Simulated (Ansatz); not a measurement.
# AgHPt (built on the sites of a database entry of LiHPd): following an unstable mode, part 2 of 2

Aim: this structure of AgHPt (built on the sites of a database entry of LiHPd) is to be tested for unstable modes, and one is followed downhill.

Ansatz 0.2.0; DFT r2SCAN, scalar-relativistic, plane waves, PAW.

So far. Step 4 (The mode frozen in, largest atomic shift 0.22 Å): The run ends at a pressure of 1.31 GPa, with forces up to 0.044 eV/Å. Step 5 (Energy along the mode, all amplitudes (two of the runs …): The lowest of the steps tried is at 0.22 Å, 3.92 meV/atom below the parent; the bottom of the well need not coincide with a step.

The structure was built from a prototype and need not be the compound's stable phase.

**6. Relaxing from the distorted cell**

Starting from the lowest point found, all atoms and the cell are let go, so that strain and other modes of the same symmetry can join in.

The input, input.yaml:

```yaml
crystal:
  lattice:
    - [2.7912040581, 0.0, 0.0]
    - [0.0, 2.7912040581, 0.0]
    - [0.0, 0.0, 4.5757372868]
  atoms:
    - { symbol: Ag, position: [0.4998000027, 0.5, 0.5] }
    - { symbol: H, position: [0.5788190313, 0.5, 0.0] }
    - { symbol: Pt, position: [-0.0002966734, 0.0, 0.0] }
kpoints:
  mp_grid: { grid: [16, 16, 12] }
hamiltonian:
  xc: r2scan
scf:
  occupations: { method: methfessel_paxton, width: 0.2 }
output:
  forces: true
  stress: true
  eigenvalues: true
relax:
  adjacent_minimum: "off"
  f_tol: 0.002
  max_steps: 120
  cell: { stress_tol: 0.03 }
```

Launch:

```bash
> ansatz run input.yaml --threads 8 --pin off --max-ram 14336MiB --backend cpu --events-out ev --progress --plain --runs-dir out
```

Numbers of over 12 decimals in the logs are rounded to 6 here.

The log of the run:

```text
[...]
Crystal: 3 atoms, lattice volume = 35.649 Å³
Basis set: ecut = 500 eV, 873 PW (Γ), exchange–correlation on 96×96×144 points (64 copies of the dense FFT grid, shifted against one another)
Bands: 23, of which v1, the nominal top of the filled ones, is band 19 counted from 1 (18 counted from 0)
Symmetry: 4 space group operations
[...]
k-points: 567 of 3072 (time reversal used)
[...]
SCF iter   1: F=—  HF=-20156.658825 eV  |F-HF|=—  |Δ(HF+E_count)|=         —  Δρ=1.74e-2  dr2=1.23e-1  dr2_τ=1.88e-2  ethr=1.77e-3  ⟨swp⟩=4.8  Hψ=48019  notcnv=0
[...]
SCF iter   8: F=-20156.641626 eV  HF=-20156.641626 eV  |F-HF|=2.10e-8  |Δ(HF+E_count)|=   2.94e-7  S|Δr|=    0.00e0  Δρ=1.74e-5  dr2=8.79e-8  dr2_τ=4.65e-9  ethr=2.63e-10  ⟨swp⟩=3.4  Hψ=55603  notcnv=0
SCF 1 converged in 8 iterations: F = -20156.641626 eV  dr2 = 8.79e-8
[...]
relax step   1: F+E_penalty+E_count = -20156.64162637 eV  Δ(F+E_penalty+E_count) = +0.000e0 eV  max|allowed force component| = 4.422e-2 eV/Å  Δτ_max = 0.0000 Å  P = +1.312 GPa  Ω = 35.649 Å³  (8 SCF iters, dr2 threshold 1.00e-7 eV, accepted)
Crystal: 3 atoms, lattice volume = 36.208 Å³
Basis set: ecut = 500 eV, 905 PW (Γ), exchange–correlation on 96×96×144 points (64 copies of the dense FFT grid, shifted against one another)
[...]
iter 1 solved again at ethr=1.43e-5 eV; its pass at ethr=3.10e-3 eV (dr2=5.44e-3 eV) is discarded
[...]
SCF iter   6: F=-20156.646588 eV  HF=-20156.646588 eV  |F-HF|=4.49e-8  |Δ(HF+E_count)|=   8.80e-7  S|Δr|=    0.00e0  Δρ=2.25e-5  dr2=2.07e-7  dr2_τ=7.43e-9  ethr=7.89e-10  ⟨swp⟩=5.0  Hψ=52302  notcnv=0
SCF 2 converged in 6 iterations: F = -20156.646588 eV  dr2 = 2.07e-7
relax step   2: F+E_penalty+E_count = -20156.64658761 eV  Δ(F+E_penalty+E_count) = -4.961e-3 eV  max|allowed force component| = 1.233e-1 eV/Å  Δτ_max = 0.0384 Å  P = -1.556 GPa  Ω = 36.208 Å³  energy of the carried Pulay correction = -3.202e-4 eV  (6 SCF iters, dr2 threshold 3.00e-7 eV, accepted)
Crystal: 3 atoms, lattice volume = 35.889 Å³
[...]
SCF iter   6: F=-20156.649634 eV  HF=-20156.649634 eV  |F-HF|=2.08e-8  |Δ(HF+E_count)|=   6.63e-8  S|Δr|=    0.00e0  Δρ=1.21e-5  dr2=6.79e-8  dr2_τ=1.79e-9  ethr=7.89e-10  ⟨swp⟩=4.0  Hψ=42364  notcnv=0
SCF 3 converged in 6 iterations: F = -20156.649634 eV  dr2 = 6.79e-8
relax step   3: F+E_penalty+E_count = -20156.64963444 eV  Δ(F+E_penalty+E_count) = -3.047e-3 eV  max|allowed force component| = 1.321e-1 eV/Å  Δτ_max = 0.0146 Å  P = -0.373 GPa  Ω = 35.889 Å³  energy of the carried Pulay correction = -1.383e-4 eV  (6 SCF iters, dr2 threshold 3.00e-7 eV, accepted)
[...]
relax step   4: F+E_penalty+E_count = -20156.65350241 eV  Δ(F+E_penalty+E_count) = -3.868e-3 eV  max|allowed force component| = 1.162e-1 eV/Å  Δτ_max = 0.0292 Å  P = +0.162 GPa  Ω = 35.831 Å³  energy of the carried Pulay correction = -1.048e-4 eV  (6 SCF iters, dr2 threshold 3.00e-7 eV, accepted)
[...]
relax step   5: F+E_penalty+E_count = -20156.65834839 eV  Δ(F+E_penalty+E_count) = -4.846e-3 eV  max|allowed force component| = 4.259e-3 eV/Å  Δτ_max = 0.0591 Å  P = +0.088 GPa  Ω = 36.076 Å³  energy of the carried Pulay correction = -2.446e-4 eV  (7 SCF iters, dr2 threshold 3.00e-7 eV, accepted)
[...]
relax step   6: F+E_penalty+E_count = -20156.65835015 eV  Δ(F+E_penalty+E_count) = -1.756e-6 eV  max|allowed force component| = 2.322e-4 eV/Å  Δτ_max = 0.0031 Å  P = -0.001 GPa  Ω = 36.103 Å³  energy of the carried Pulay correction = -2.603e-4 eV  (5 SCF iters, dr2 threshold 3.43e-8 eV, accepted)
[...]
SCF iter   6: F=-20156.658753 eV  HF=-20156.658753 eV  |F-HF|=7.28e-12  |Δ(HF+E_count)|=  8.37e-11  S|Δr|=    0.00e0  Δρ=1.72e-7  dr2=1.04e-11  dr2_τ=7.63e-13  ethr=1.00e-12  ⟨swp⟩=5.3  Hψ=54272  notcnv=0
SCF 7 converged in 6 iterations: F = -20156.658753 eV  dr2 = 1.04e-11
relax step   7: F+E_penalty+E_count = -20156.65875292 eV  Δ(F+E_penalty+E_count) = -4.028e-4 eV  max|allowed force component| = 1.763e-4 eV/Å  Δτ_max = 0.0000 Å  P = +0.009 GPa  Ω = 36.103 Å³  stress off target by 2.65e-2 GPa  SCF on the basis re-selected at this cell (its energy is not comparable with the rows above)  (6 SCF iters)
basis re-selected at this cell: Δ(F+E_penalty+E_count) = -4.028e-4 eV, ΔP = +0.010 GPa vs the last step (what re-selecting the basis moved, of the pressure what is left beyond the Pulay correction that the steps carried, after the strain that the cell walked since its last selection, with what the two solves' SCF thresholds leave and, on support functions, any second-order correction that the steps lacked; it is no m [...]
SCF converged after 6 iterations
[...]
Free energy (F): -20156.658753 eV
[...]
Internal energy: -20156.659394 eV  (E = F + TS)
E sigma→0 (E₀):  -20156.658913 eV
Entropy (-TS):   0.000641 eV (0.214 meV/atom)
Fermi energy:    17.931782 eV
[...]
--- Forces (eV/Å), atoms counted from 1 ---
  atom   1  Ag    -0.00013047    -0.00000000     0.00000000
  atom   2  H      0.00017631     0.00000000     0.00000000
  atom   3  Pt    -0.00004589     0.00000000     0.00000000
  max |Σ_I F_I| component: 5.61e-8 eV/Å
--- Stress (GPa, compression-positive) ---
        0.026484      -0.000000      -0.000000
       -0.000000       0.021296      -0.000000
       -0.000000      -0.000000      -0.021534
  P = ⅓ Tr σ = 0.0087 GPa (0.087 kbar)
--- Band table (eV; the first three rows and the last of 567) ---
  k-point 0: bands = [... 15 lower, 14.5777, 16.6003, 16.6295, 16.6942, 18.2652, 22.1236, 27.0576, 29.0791]
  k-point 1: bands = [... 15 lower, 14.5802, 16.5880, 16.5969, 16.6554, 17.8618, 22.6059, 27.1526, 29.1943]
  k-point 2: bands = [... 15 lower, 14.5870, 16.4734, 16.5465, 16.5871, 17.0243, 23.6531, 27.4496, 29.5284]
  k-point 566: bands = [... 15 lower, 15.2916, 15.9248, 18.0850, 21.0617, 23.0041, 24.4668, 24.7223, 25.0884]
--- Relaxed structure (6 steps of the walk, 6 accepted, 1 SCFs on fresh bases) ---
  F+E_penalty+E_count = -20156.65875292 eV   max|allowed force component| = 1.763e-4 eV/Å   (the final SCF, on the basis selected at the relaxed cell)
  cell:  # Å, volume = 36.1029 Å³
    - [2.837678, 0.0, 0.0]
    - [0.0, 2.855279, 0.0]
    - [0.0, 0.0, 4.455853]
  atoms:
    - { symbol: Ag, position: [0.463096, 0.500000, 0.5] }
    - { symbol: H, position: [0.626758, 0.500000, 0.0] }
    - { symbol: Pt, position: [-0.011532, 0.0, 0.0] }
```

Elapsed: 77 s, on 8 threads of Arm Neoverse V2, shared host; peak memory 1 GiB.

Relaxation path:

| step | energy less that of the first step (eV) | largest force component (eV/Å) | pressure (GPa) | volume (Å³) |
| --- | --- | --- | --- | --- |
| 1 | 0.0000 | 0.0442 | 1.31 | 35.65 |
| 2 | -0.0050 | 0.1233 | -1.56 | 36.21 |
| 3 | -0.0080 | 0.1321 | -0.37 | 35.89 |
| 4 | -0.0119 | 0.1162 | 0.16 | 35.83 |
| 5 | -0.0167 | 0.0043 | 0.09 | 36.08 |
| 6 | -0.0167 | 0.0002 | 0.00 | 36.10 |
| 7* | -0.0171 | 0.0002 | 0.01 | 36.10 |

Relaxation steps marked * repeat the geometry before them on a plane-wave basis chosen anew for their cell, so energy and pressure can jump there.

Forces are held to the 4 operations that the run works with; a distortion that breaks them can't arise in this run.

| cell as run | before | after | change |
| --- | --- | --- | --- |
| a (Å) | 2.791 | 2.838 | +1.7 % |
| b (Å) | 2.791 | 2.855 | +2.3 % |
| c (Å) | 4.576 | 4.456 | -2.6 % |
| volume (Å³/atom) | 11.88 | 12.03 | +1.3 % |

The atoms that moved most (Å, as changes of fractional coordinates times the final cell):

| atom | dx | dy | dz | length |
| --- | --- | --- | --- | --- |
| H2 | 0.136 | 0.000 | 0.000 | 0.136 |
| Ag1 | -0.104 | 0.000 | 0.000 | 0.104 |
| Pt3 | -0.032 | 0.000 | 0.000 | 0.032 |

The relaxed structure:

```xyz
3
Lattice="2.8377 0.0000 0.0000 0.0000 2.8553 0.0000 0.0000 0.0000 4.4559" Properties=species:S:1:pos:R:3 pbc="T T T"
Ag    1.3141    1.4276    2.2279
H     1.7785    1.4276    0.0000
Pt   -0.0327    0.0000    0.0000
```

This step gave:

* pressure: 0.008748 GPa
* volume per atom: 12.03 Å³

The distorted start has space group Pmm2; the relaxation ends in Pmm2.

**7. The new phase in its own primitive cell**

The relaxed structure is symmetrised, reduced to its primitive cell and relaxed tightly, as its phonons need.

input.yaml, the sections that differ from step 6:

```yaml
crystal:
  lattice:
    - [2.8552786694, 0.0, 0.0]
    - [0.0, 4.4558525888, 0.0]
    - [0.0, 0.0, 2.8376781666]
  atoms:
    - { symbol: Ag, position: [0.5, 0.5, 0.4630956708] }
    - { symbol: H, position: [0.5, 0.0, 0.6267583225] }
    - { symbol: Pt, position: [0.0, 0.0, 0.9884683672] }
kpoints:
  mp_grid: { grid: [14, 10, 14] }
relax:
  adjacent_minimum: "off"
  f_tol: 0.001
  max_steps: 60
  cell: { stress_tol: 0.01 }
# hamiltonian, scf, output: as in step 6
```

The log of the run:

```text
[...]
Crystal: 3 atoms, lattice volume = 36.103 Å³
Basis set: ecut = 500 eV, 921 PW (Γ), exchange–correlation on 96×144×96 points (64 copies of the dense FFT grid, shifted against one another)
Bands: 23, of which v1, the nominal top of the filled ones, is band 19 counted from 1 (18 counted from 0)
Symmetry: 4 space group operations
[...]
--- Relaxed structure (6 steps of the walk, 6 accepted, 1 SCFs on fresh bases) ---
[...]
cell:  # Å, volume = 36.0941 Å³
    - [2.856033, 0, 6.354347824067426e-19]
    - [0, 4.448813, 0]
    - [6.315178366505103e-19, 0, 2.840721]
  atoms:
    - { symbol: Ag, position: [0.5, 0.500000, 0.462843] }
    - { symbol: H, position: [0.5, 0, 0.627274] }
    - { symbol: Pt, position: [0, 0, 0.988205] }
[key lines of the parts left out:]
SCF converged after 5 iterations
Free energy (F): -20156.658928 eV
Fermi energy:    17.939536 eV
P = ⅓ Tr σ = -0.0003 GPa (-0.003 kbar)
```

Wall time 50 s (8 threads); peak memory 0.85 GiB.

The steps of the relaxation:

| step | energy less that of the first step (eV) | largest force component (eV/Å) | pressure (GPa) | volume (Å³) |
| --- | --- | --- | --- | --- |
| 1 | 0.0000 | 0.0023 | -0.01 | 36.10 |
| 2 | 0.0000 | 0.0012 | 0.04 | 36.08 |
| 3 | 0.0000 | 0.0025 | -0.03 | 36.10 |
| 4 | 0.0000 | 0.0017 | 0.00 | 36.09 |
| 5 | 0.0000 | 0.0011 | 0.00 | 36.10 |
| 6 | 0.0000 | 0.0002 | 0.00 | 36.09 |
| 7* | 0.0000 | 0.0002 | 0.00 | 36.09 |

Relaxation steps marked * repeat the geometry before them on a plane-wave basis chosen anew for their cell, so energy and pressure can jump there.

The run keeps the 4 symmetry operations that it works with, so distortions that break them were not tested.

| conventional cell, symmetrised | before | after | change |
| --- | --- | --- | --- |
| a (Å) | 2.855 | 2.856 | +0.0 % |
| b (Å) | 4.456 | 4.449 | -0.2 % |
| c (Å) | 2.838 | 2.841 | +0.1 % |
| volume (Å³/atom) | 12.03 | 12.03 | -0.0 % |

The relaxed structure:

```
Ag H Pt
1.0
     2.85603    0.00000    0.00000
     0.00000    4.44881    0.00000
     0.00000    0.00000    2.84072
Ag H Pt
1 1 1
Direct
  0.50000 0.50000 0.46284
  0.50000 0.00000 0.62727
  0.00000 0.00000 0.98821
```

This step gave:

- pressure: -2.65e-4 GPa

The largest force component left is 0.17 meV/Å and the pressure is 0.000 GPa, within the tolerances set. The cell now holds 12.03 Å³/atom.

**8. Modes of the new phase, k-mesh 14×10×14**

A relaxed structure may still be a saddle point, so its zone-centre modes are computed. No field response is asked, since the mesh shows no gap.

input.yaml, the sections that differ from step 7:

```yaml
crystal:
  lattice:
    - [2.8560325386, 0.0, 0.0]
    - [0.0, 4.4488134205, 0.0]
    - [0.0, 0.0, 2.8407210824]
  atoms:
    - { symbol: Ag, position: [0.5, 0.5, 0.4628429261] }
    - { symbol: H, position: [0.5, 0.0, 0.6272743942] }
    - { symbol: Pt, position: [0.0, 0.0, 0.9882050402] }
output:
  eigenvalues: true
phonons:
  method: dfpt
# kpoints, hamiltonian, scf: as in step 7
# relax: removed
```

The log of the run:

```text
[...]
Crystal: 3 atoms, lattice volume = 36.094 Å³
Basis set: ecut = 500 eV, 921 PW (Γ), exchange–correlation on 120×180×120 points (125 copies of the dense FFT grid, shifted against one another)
Bands: 23, of which v1, the nominal top of the filled ones, is band 19 counted from 1 (18 counted from 0)
Symmetry: 4 space group operations
k-points: 984 of 1960 (irreducible under 1 space group operation, time reversal used)
[...]
SCF iter   1: F=—  HF=-20156.672414 eV  |F-HF|=—  |Δ(HF+E_count)|=         —  Δρ=1.63e-2  dr2=1.01e-1  dr2_τ=1.79e-2  ethr=1.77e-3  ⟨swp⟩=4.7  Hψ=82966  notcnv=0
[...]
SCF iter  11: F=-20156.658928 eV  HF=-20156.658928 eV  |F-HF|=1.46e-11  |Δ(HF+E_count)|=  1.93e-10  S|Δr|=    0.00e0  Δρ=1.64e-7  dr2=6.73e-12  dr2_τ=2.77e-13  ethr=1.00e-12  ⟨swp⟩=4.7  Hψ=110508  notcnv=0
[...]
SCF 1 converged in 11 iterations: F = -20156.658928 eV  dr2 = 6.73e-12
[...]
SCF converged after 11 iterations
[...]
Free energy (F): -20156.658928 eV
[...]
Internal energy: -20156.659838 eV  (E = F + TS)
E sigma→0 (E₀):  -20156.659156 eV
Entropy (-TS):   0.000910 eV (0.303 meV/atom)
Fermi energy:    17.939535 eV
[...]
--- Band table (eV; the first three rows and the last of 984) ---
  k-point 0: bands = [... 15 lower, 14.5789, 16.5991, 16.6352, 16.6984, 18.2898, 22.1513, 27.0334, 29.0745]
  k-point 1: bands = [... 15 lower, 14.5370, 16.2347, 16.4916, 16.6216, 18.8641, 22.1044, 26.4004, 29.3189]
  k-point 2: bands = [... 15 lower, 14.4215, 15.4872, 16.2050, 16.5818, 19.9445, 21.9466, 25.0999, 30.0151]
  k-point 983: bands = [... 15 lower, 15.2919, 15.9293, 18.0800, 21.0511, 23.0088, 24.4528, 24.7204, 25.0960]
[...]
k mesh reduced under 1 symmetry operation, with k and −k counted as one. Each operation leaves every solved perturbation unchanged. A smaller set is not considered because the functional reads the kinetic-energy density
  ASR residual: 6.969e-5 → 0.000e0 eV/Å²; symmetrization residual: 4.134e-6 eV/Å²
  ASR residual per site (eV/Å²): 6.14e-5 1.01e-5 6.97e-5
  Γ frequencies (cm⁻¹): 0.00 0.00 0.00 63.06 66.50 124.07 550.84 810.44 837.22
[...]
```

Elapsed: 7.7 min, on 8 threads; peak memory 2.9 GiB; 60 min of CPU time.

This step gave:

```
sum-rule residual before enforcement                    : 6.97e-5 eV/Å²
point group                                             : mm2
highest optical mode at the zone centre (no LO-TO term) : 837.2 cm⁻¹
lowest optical zone-centre mode                         : 63.06 cm⁻¹
```

Patterns of degenerate modes are one choice out of their space. The modes at Γ (shares of kinetic energy by element, %):

| mode | frequency (cm⁻¹) | symmetry | Ag % | H % | Pt % |
| --- | --- | --- | --- | --- | --- |
| 1 | 0.0 | acoustic | 35 | 0 | 64 |
| 2 | 0.0 | acoustic | 35 | 0 | 64 |
| 3 | 0.0 | acoustic | 35 | 0 | 64 |
| 4 | 63.1 | B1 | 65 | 0 | 35 |
| 5 | 66.5 | A1 | 65 | 0 | 35 |
| 6 | 124.1 | B2 | 62 | 2 | 36 |
| 7 | 550.8 | B2 | 2 | 98 | 0 |
| 8 | 810.4 | A1 | 0 | 99 | 1 |
| 9 | 837.2 | B1 | 0 | 99 | 1 |

Displacements in mode 4 (63.1 cm⁻¹), the largest set to 1:
```
Ag1  1.00  0.00  0.00
H2  -0.63  0.00  0.00
Pt3 -0.55  0.00  0.00
```

Displacements in mode 9 (837.2 cm⁻¹), the largest set to 1:
```
Ag1  0.00  0.00  0.00
H2   1.00  0.00  0.00
Pt3 -0.01  0.00  0.00
```

Before it was imposed, the acoustic sum rule was missed by 7.0e-5 eV/Å². Small misses are needed for a sound result but don't prove that mesh and cutoff are converged. The lowest optical mode is real, 63.1 cm⁻¹.

**9. Outcome**

```yaml
unstable_mode_of_the_parent: q = (0, 0, 0), 462i cm⁻¹
depth_at_the_lowest_point_sampled: 3.92 meV/atom
largest_atomic_shift_at_that_point: 0.22 Å
space_group_reached_within_0p01_a: Pmm2
energy_gained_over_the_parent_first_relaxation_on_the_mesh_of_the_frozen_mode: 9.71 meV/atom
volume_per_atom_phase_reached: 12.0 Å³
lowest_optical_zone_centre_mode_phase_reached: 63.1 cm⁻¹
highest_optical_mode_at_the_zone_centre_no_lo_to_term_phase_reached: 837 cm⁻¹
```

Along this mode the structure falls into Pmm2, 9.71 meV/atom below the parent. At the parent's cell the well is 3.917 meV/atom deep on the steps tried, with its lowest point at a shift of 0.22 Å. Relaxing atoms and cell changes the gain by +5.79 meV/atom against the lowest step (energies at zero smearing). The new phase has no imaginary mode at the zone centre of its cell; other wavevectors were not checked. Of the 3 patterns followed to their end from this parent, this one ends 16.1 meV/atom above the lowest, Amm2. Each path keeps the symmetry of its pattern, so a lower phase may lie along a pattern not tried. With no gap, or one that is small against the smearing, the frequencies hang on the k mesh and the smearing, most of all near Kohn anomalies. Spin-orbit coupling is left out, which can matter for the heavy elements here. The starting cell was built on a prototype and not taken from a measurement, so the phase need not exist.

[Logs are printed without paths, hosts, clocks, repeated set-up lines and the standing remarks that a program may print on its own settings, such as how far it seeks lower states.]

[Hosts, paths, dates, database ids (printed as entryN), source tags and the programs' standing remarks are cut or masked in the printed files.]
